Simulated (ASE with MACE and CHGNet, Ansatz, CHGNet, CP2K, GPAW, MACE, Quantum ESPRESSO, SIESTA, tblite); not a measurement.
## Glassy 77ZrO2-23SiO2 (mol %) (90 atoms) in machine-learned potentials

Wanted: machine-learned potentials inputs and outputs for glassy 77ZrO2-23SiO2 (mol %) (90 atoms), checked against a plane-wave reference.

Method: the method is named at each step, in ASE with MACE and CHGNet.

### 1. The starting structure

The cell holds 90 atoms: 23 Zr, 7 Si and 60 O. Cell: a = 10.551 Å, b = 10.551 Å, c = 10.551 Å, α = 90.0°, β = 90.0°, γ = 90.0°. 90 atoms (23 Zr, 7 Si, 60 O) placed at random at 4.39 g/cm³, melted at 4000 K for 10 ps at fixed volume with the Morse and Coulomb pair potential with partial charges (Pedone, Malavasi, Menziani, Cormack and Segre, J. Phys. Chem. B 110, 11780 (2006)). Quenched from 1800 K to 300 K at 50 K/ps and fixed volume, held 10 ps at zero pressure, then minimised at fixed cell. Then every atom was moved at random, 0.03 Å r.m.s. a Cartesian component.

The yardstick, on the same geometry:

| Item | Value |
| --- | --- |
| method | Kohn-Sham DFT, PBE, PAW, plane waves (Ansatz 0.2.0); cutoff 420 eV, Γ point, fermi-dirac smearing of 0.05 eV; PAW set soft_2 |
| r.m.s. force component | 1.312 eV/Å |
| longest force | 7.248 eV/Å |
| pressure | 2.785 GPa |
| gap (highest filled to lowest empty level) | 3.209 eV |
| SCF cycles | 10 |
| time | 24 s on 4 threads of Arm Neoverse V1, shared host |
| CPU time | 89 s |

### 2. MACE MP-0b3 medium potential

Method: machine-learned interatomic potential MACE MP-0b3 medium, trained on PBE(+U) plane-wave data.

Contents of run.py:

```python
import numpy as np
from ase.io import read
import mlip  # loads the published weights by name

atoms = read("structure.xyz")
atoms.calc = mlip.calc("mace-mp-0b3-medium")
energy = atoms.get_potential_energy()
forces = atoms.get_forces()
print(f"energy {energy:.6f} eV")
print("forces (eV/A)")
for i, (a, f) in enumerate(zip(atoms, forces)):
    print(f"{i:4d} {a.symbol:2s} {f[0]:10.5f} {f[1]:10.5f} {f[2]:10.5f}")
stress = -atoms.get_stress(voigt=False) * 160.21766
print("stress (GPa, compression positive)")
for row in stress:
    print(" ".join(f"{x:10.4f}" for x in row))
```

Contents of structure.xyz:

```xyz
90
Lattice="10.55091 0.00000 0.00000 0.00000 10.55091 0.00000 0.00000 0.00000 10.55091" Properties=species:S:1:pos:R:3 pbc="T T T"
Zr 1.36560 6.98196 1.93947
Zr 10.29463 2.10638 3.37925
Zr 2.44232 5.41346 5.24612
Zr 4.57667 6.88816 2.91258
Zr 0.90970 10.43295 1.19384
Zr 6.65488 6.36146 5.46115
Zr 4.04448 6.47256 7.92468
Zr 9.95510 3.73323 6.62059
Zr 9.71412 7.46540 6.57068
Zr 9.76993 7.89176 10.17350
Zr 6.86231 8.69268 7.86908
Zr 3.83779 4.46388 0.57650
Zr 4.07497 8.87363 10.45901
Zr 4.51579 9.79800 5.33749
Zr 8.30462 0.48640 5.75056
Zr 1.82109 8.86287 7.54559
Zr 8.50762 6.37834 2.94571
Zr 4.87610 1.07271 7.93312
Zr 0.61828 4.10874 0.43586
Zr 6.40693 6.43067 10.43158
Zr 10.24757 1.51690 8.88904
Zr 8.15701 3.61791 0.39070
Zr 6.72283 9.11852 2.60407
Si 4.33632 2.43093 4.61138
Si 2.43631 3.44835 8.17833
Si 0.96277 9.66843 4.57371
Si 6.73792 4.26732 7.81126
Si 7.24162 3.26097 3.64017
Si 3.27205 1.27866 2.05110
Si 8.45212 0.44071 0.72664
O 7.75808 6.87160 7.26103
O 10.32607 0.35683 4.65010
O 0.34143 3.31868 4.80003
O 8.40981 1.67506 10.23850
O 6.53281 0.09791 6.94988
O 9.23890 1.75208 7.06763
O 3.30750 7.42594 1.29312
O 5.44026 7.72749 8.93662
O 4.65369 5.89543 4.77355
O 9.83187 3.46735 1.73784
O 4.54438 1.35484 5.81482
O 3.00226 10.45120 1.13538
O 6.57111 7.09981 3.39359
O 4.14725 1.40000 3.39739
O 0.07850 7.79121 8.36044
O 0.10298 6.13398 0.37160
O 2.78280 7.17947 6.55845
O 8.57557 8.13475 1.86224
O 0.20152 5.70256 6.34405
O 5.69390 8.17801 6.21828
O 4.61085 5.37970 9.66368
O 0.94410 2.97842 7.78341
O 7.03081 4.69178 9.42112
O 9.52009 10.07506 10.35044
O 2.27119 4.11032 9.69797
O 8.67897 9.36214 6.89523
[... 30 atom lines left out ...]
O 2.48569 10.05407 4.94247
O 5.71237 5.26311 7.16839
O 3.74336 9.96027 7.26662
O 0.99105 10.53793 8.34260
```

Run with:

```sh
$ OMP_NUM_THREADS=1 python run.py > output.txt
```

Output:

```text
energy -801.937803 eV
forces (eV/A)
   0 Zr   -0.24345    0.07557    0.40909
   1 Zr    0.69438   -0.20388   -0.30203
   2 Zr    0.42659    0.03241   -0.65781
   3 Zr   -1.67669    0.06128    0.62216
   4 Zr   -1.76856    1.36556    0.64978
   5 Zr   -0.01385   -0.24170    0.23887
   6 Zr    1.10504   -0.53839    0.24614
   7 Zr   -0.09513    0.76317   -1.68467
   8 Zr   -2.43925   -0.88392   -1.44888
   9 Zr   -0.29636   -0.33800    1.24224
  10 Zr    1.06606    1.44060   -0.74851
  11 Zr   -2.85040   -2.93303    2.08017
  12 Zr    0.82753    0.56897   -0.05158
  13 Zr    0.43933    0.86297   -0.02772
  14 Zr   -0.76537   -1.65397   -0.18775
  15 Zr    0.99990    1.87842    0.63858
  16 Zr    2.88183    0.11639   -1.21239
  17 Zr    1.74641    0.39170    0.86701
  18 Zr    1.15850    0.26339   -0.63315
  19 Zr    0.47051   -0.13202    0.58732
  20 Zr    0.67554   -1.14084    1.45971
  21 Zr   -0.69536    0.67292    0.09172
  22 Zr    1.61094    0.43700    1.22313
  23 Si    1.81554    0.02989    0.54310
[...]
82 O     0.81639    0.31321   -0.02279
  83 O    -0.09467   -0.40208   -0.78581
  84 O    -0.51189    0.24102   -0.11355
  85 O     0.19208    0.30341   -0.60542
  86 O     0.93128   -0.02807    0.42780
  87 O    -2.15975    2.47021   -1.29379
  88 O    -0.84889   -1.12739    0.45740
  89 O    -0.27766   -0.04370    0.12984
stress (GPa, compression positive)
    6.3735     1.3727     1.6964
    1.3727     4.4194    -0.1520
    1.6964    -0.1520     6.4913
```

It took 9.8 s on 1 thread of Arm Neoverse V1, shared host; peak memory 1.1 GiB.

Banners, paths, timers and routine set-up lines are dropped from the logs unmarked, and long logs keep their key lines alone; longer cuts are marked.

Numbers from this run, and their distance from the reference:

- r.m.s. force component: 1.257 eV/Å
- r.m.s. difference of force components: 181.1 meV/Å
- longest difference of force vectors: 745 meV/Å
- force difference over r.m.s. force: 13.81 %
- slope of forces against the reference's: 0.95
- correlation of force components: 0.9909
- pressure: 5.761 GPa
- pressure difference: 2.977 GPa

Length of the force difference by element (eV/Å):

| element | atoms | mean | most |
| --- | --- | --- | --- |
| O | 60 | 0.25 | 0.52 |
| Si | 7 | 0.26 | 0.63 |
| Zr | 23 | 0.36 | 0.74 |

The surroundings of Si25, one of the 7 Si atoms, nearest first, numbered as they follow in the input and with coordinates relative to it.

| atom | x | y | z | distance (Å) | bonds | Fx | Fy | Fz (eV/Å) |
| --- | --- | --- | --- | --- | --- | --- | --- | --- |
| Si25 | 0.00 | 0.00 | 0.00 | 0.00 | 4 | -2.15 | 3.63 | 1.37 |
| O61 | 0.95 | -1.13 | 0.22 | 1.49 | 2 | 2.65 | -3.76 | 0.20 |
| O52 | -1.49 | -0.47 | -0.39 | 1.61 | 3 | -0.88 | -0.49 | -0.75 |
| O73 | 0.46 | 1.27 | -0.88 | 1.62 | 3 | 0.13 | 0.48 | -0.82 |
| O55 | -0.17 | 0.66 | 1.52 | 1.67 | 3 | -0.43 | 0.33 | -0.48 |
| O51 | 2.17 | 1.93 | 1.49 | 3.27 | 3 | 0.79 | 1.79 | -2.52 |
| Zr19 | -1.82 | 0.66 | 2.81 | 3.41 | 6 | 1.16 | 0.26 | -0.63 |
| Zr18 | 2.44 | -2.38 | -0.25 | 3.41 | 6 | 1.75 | 0.39 | 0.87 |
| O64 | -1.60 | -1.65 | 2.52 | 3.41 | 3 | -0.36 | -0.13 | -1.37 |

Atoms are counted from 1 here, from 0 in the log.

Forces lie 14 % from the reference's, at 0.11 times its CPU time (on 1 against 4 cores).

### 3. CHGNet r2SCAN potential

Method: machine-learned interatomic potential CHGNet r2SCAN, trained on r2SCAN plane-wave data.

run.py, as its differences from that of step 2:

```diff
@@ -5,3 +5,3 @@
 atoms = read("structure.xyz")
-atoms.calc = mlip.calc("mace-mp-0b3-medium")
+atoms.calc = mlip.calc("chgnet-r2scan")
 energy = atoms.get_potential_energy()
```

structure.xyz is that of step 2.

Output:

```text
CHGNet vr2scan initialized with 412,525 parameters
CHGNet will run on cpu
energy -1251.930298 eV
forces (eV/A)
   0 Zr   -0.32323   -0.06650    0.41517
   1 Zr    0.69074   -0.48716   -0.30745
   2 Zr    0.80363    0.08400   -0.61227
   3 Zr   -1.42556   -0.01904    0.42152
   4 Zr   -1.34035    1.51170    0.54177
   5 Zr   -0.20017   -0.04810    0.41822
   6 Zr    0.83236   -0.43432    0.16409
   7 Zr   -0.04912    0.43857   -1.38229
   8 Zr   -1.89262   -0.48415   -1.24987
   9 Zr   -0.27001   -0.11197    0.97143
  10 Zr    0.69049    1.07980   -0.58369
  11 Zr   -2.11612   -2.50939    1.41265
  12 Zr    0.63880    0.32132   -0.01250
  13 Zr    0.21192    1.05028    0.11150
  14 Zr   -0.86300   -1.29163   -0.16043
  15 Zr    0.86777    1.53303    0.48300
  16 Zr    2.41750    0.40970   -0.85975
  17 Zr    1.47864    0.57880    0.42411
  18 Zr    1.08372   -0.02695   -0.40844
  19 Zr    0.25190   -0.07779    0.39581
  20 Zr    0.82059   -0.68257    1.40572
  21 Zr   -0.50539    0.60552   -0.04362
  22 Zr    1.18911    0.49011    0.88989
  23 Si    1.52439    0.08844    0.28019
[...]
82 O     0.91964    0.24651   -0.24553
  83 O     0.06809   -0.41511   -0.42330
  84 O    -0.35026    0.17065   -0.27262
  85 O     0.13141    0.18344   -0.09322
  86 O     0.79686   -0.12189    0.36517
  87 O    -1.80282    2.39627   -1.32326
  88 O    -0.63225   -0.75331   -0.04370
  89 O    -0.29451   -0.06093   -0.17383
stress (GPa, compression positive)
   -0.6446     1.0902     1.0824
    1.0902    -2.3940    -0.2025
    1.0824    -0.2025    -0.6633
```

Wall time 5.1 s (1 thread); peak memory 1.3 GiB.

Numbers from this run, and their distance from the reference:

| Item | Value |
| --- | --- |
| r.m.s. force component | 1.105 eV/Å |
| r.m.s. difference of force components | 266.1 meV/Å |
| longest difference of force vectors | 1133 meV/Å |
| force difference over r.m.s. force | 20.29 % |
| slope of forces against the reference's | 0.8341 |
| correlation of force components | 0.9903 |
| pressure | -1.234 GPa |
| pressure difference | -4.019 GPa |

Against the first run (14 %), the force difference from the reference is 20 %, at 0.52 times the CPU time; this potential was trained at another functional than the reference's.

### 4. CHGNet 0.3.0 potential

Method: machine-learned interatomic potential CHGNet 0.3.0, trained on PBE(+U) plane-wave data.

run.py, as its differences from that of step 3:

```diff
@@ -5,3 +5,3 @@
 atoms = read("structure.xyz")
-atoms.calc = mlip.calc("chgnet-r2scan")
+atoms.calc = mlip.calc("chgnet-0.3.0")
 energy = atoms.get_potential_energy()
```

structure.xyz is that of step 3.

Output:

```text
CHGNet v0.3.0 initialized with 412,525 parameters
CHGNet will run on cpu
energy -844.789856 eV
forces (eV/A)
   0 Zr   -0.33415    0.08315    0.38478
   1 Zr    0.85838   -0.49376   -0.64823
   2 Zr    0.50306    0.08302   -0.64227
   3 Zr   -1.67182    0.02652    0.42400
   4 Zr   -1.78015    2.06363    0.42913
   5 Zr   -0.11202   -0.17077    0.37948
   6 Zr    1.11209   -0.60793    0.20357
   7 Zr   -0.20974    0.58692   -1.63254
   8 Zr   -2.29254   -0.67345   -1.47935
   9 Zr   -0.34940   -0.24654    1.27774
  10 Zr    0.93416    1.63213   -0.67480
  11 Zr   -2.50747   -3.22764    1.74582
  12 Zr    0.67290    0.57744   -0.02884
  13 Zr    0.59868    1.17129    0.02848
  14 Zr   -0.92574   -1.55171   -0.34802
  15 Zr    0.94146    1.95922    0.49341
  16 Zr    2.94969    0.35996   -1.14148
  17 Zr    1.78975    0.39963    0.78703
  18 Zr    1.18546   -0.14094   -0.54680
  19 Zr    0.29442   -0.14541    0.60549
  20 Zr    0.83652   -0.95986    1.80664
  21 Zr   -0.63481    0.72554    0.01040
  22 Zr    1.60785    0.60337    1.22092
  23 Si    1.64263    0.13556    0.39670
[...]
82 O     0.94419    0.32883   -0.06379
  83 O    -0.17499   -0.53870   -0.75892
  84 O    -0.60330    0.04081   -0.09718
  85 O     0.17924    0.39489   -0.49991
  86 O     0.84753   -0.00172    0.35769
  87 O    -2.07996    2.52342   -1.36073
  88 O    -1.01437   -1.04157    0.33101
  89 O    -0.22401   -0.02783   -0.16551
stress (GPa, compression positive)
    6.0242     1.4308     1.3286
    1.4308     4.1940    -0.1946
    1.3286    -0.1946     6.4353
```

It took 4.5 s on 1 thread; peak memory 1.3 GiB.

Compared with the plane-wave run:

```yaml
r_m_s_force_component: 1.24 eV/Å
r_m_s_difference_of_force_components: 190 meV/Å
longest_difference_of_force_vectors: 637.5 meV/Å
force_difference_over_r_m_s_force: 14.49 %
slope_of_forces_against_the_reference_s: 0.9367
correlation_of_force_components: 0.9905
pressure: 5.551 GPa
pressure_difference: 2.767 GPa
```

Against the first run (14 %), the force difference from the reference is 14 %, at 0.46 times the CPU time.

### 5. The ladder

Differences are against the plane-wave reference, forces as r.m.s. over components; share is that over the reference's r.m.s. force, slope the least-squares factor from reference forces to these. Total energies of different programs have different zeros and aren't compared.

| run | Δ force, r.m.s. (meV/Å) | share (%) | slope | Δ pressure (GPa) | cores | CPU time | memory (GiB) |
| --- | --- | --- | --- | --- | --- | --- | --- |
| reference | - | - | - | - | 4 | 89 s | 1.6 |
| MACE MP-0b3 medium potential | 181 | 13.8 | 0.950 | 2.98 | 1 | 9.8 s | 1.1 |
| CHGNet r2SCAN potential | 266 | 20.3 | 0.834 | -4.02 | 1 | 5.1 s | 1.3 |
| CHGNet 0.3.0 potential | 190 | 14.5 | 0.937 | 2.77 | 1 | 4.5 s | 1.3 |

Times of the machine-learned potentials are mostly Python's start and the loading of weights.

CPU time is summed over cores on a shared host, where runs went side by side, so it is rough. Symmetry, cutoffs, thresholds, outputs and thread counts weren't matched or tuned between programs; memory under MPI is the largest rank's times the ranks.

A second geometry, displaced anew (every atom was moved at random, 0.06 Å r.m.s. a Cartesian component), gives an energy difference that all programs can be tested on. The reference puts it at 86.96 meV/atom.

| run | energy less the first geometry's (meV/atom) | error (meV/atom) | force share at the second geometry (%) |
| --- | --- | --- | --- |
| MACE MP-0b3 medium potential | 82.89 | -4.08 | 10.0 |
| CHGNet r2SCAN potential | 73.08 | -13.9 | 14.4 |
| CHGNet 0.3.0 potential | 82.16 | -4.80 | 9.67 |

### 6. Outcome

| Property | Result |
| --- | --- |
| nearest in forces | a tie at 14 % of 2 runs: MACE MP-0b3 medium potential; CHGNet 0.3.0 potential |

What this shows: Machine-learned potentials differ by 14 % (MACE MP-0b3 medium potential) to 20 % (CHGNet r2SCAN potential); they were trained on other programs' data, some at another functional. The energy difference between the two geometries, 87.0 meV/atom in the reference, is met best by MACE MP-0b3 medium potential (-4.08) and worst by CHGNet r2SCAN potential (-13.9). Machine-learned potentials mimic data converged in k, so the reference's own k-point error enters their differences. The quench rate of 50 K/ps is many orders above laboratory rates, so the cell is likely richer in defects and strain than a real sample. The network of bonds at the start is that of the classical potential that made the cell, and needn't be the one that DFT or experiment would give. The reference's pressure of 2.8 GPa belongs to a cell and atoms that aren't relaxed at this level. The electronic-structure runs sample only Γ, in a cell whose shortest periodic width is 11 Å.

[Also dropped from logs without a mark: logging warnings of Python, and SIESTA's first energy breakdown and zero terms.]

[Logs are printed without paths, hosts, clocks, repeated set-up lines and the standing remarks that a program may print on its own settings, such as how far it seeks lower states.]

[Hosts, paths, dates, database ids (printed as entryN), source tags and the programs' standing remarks are cut or masked in the printed files.]
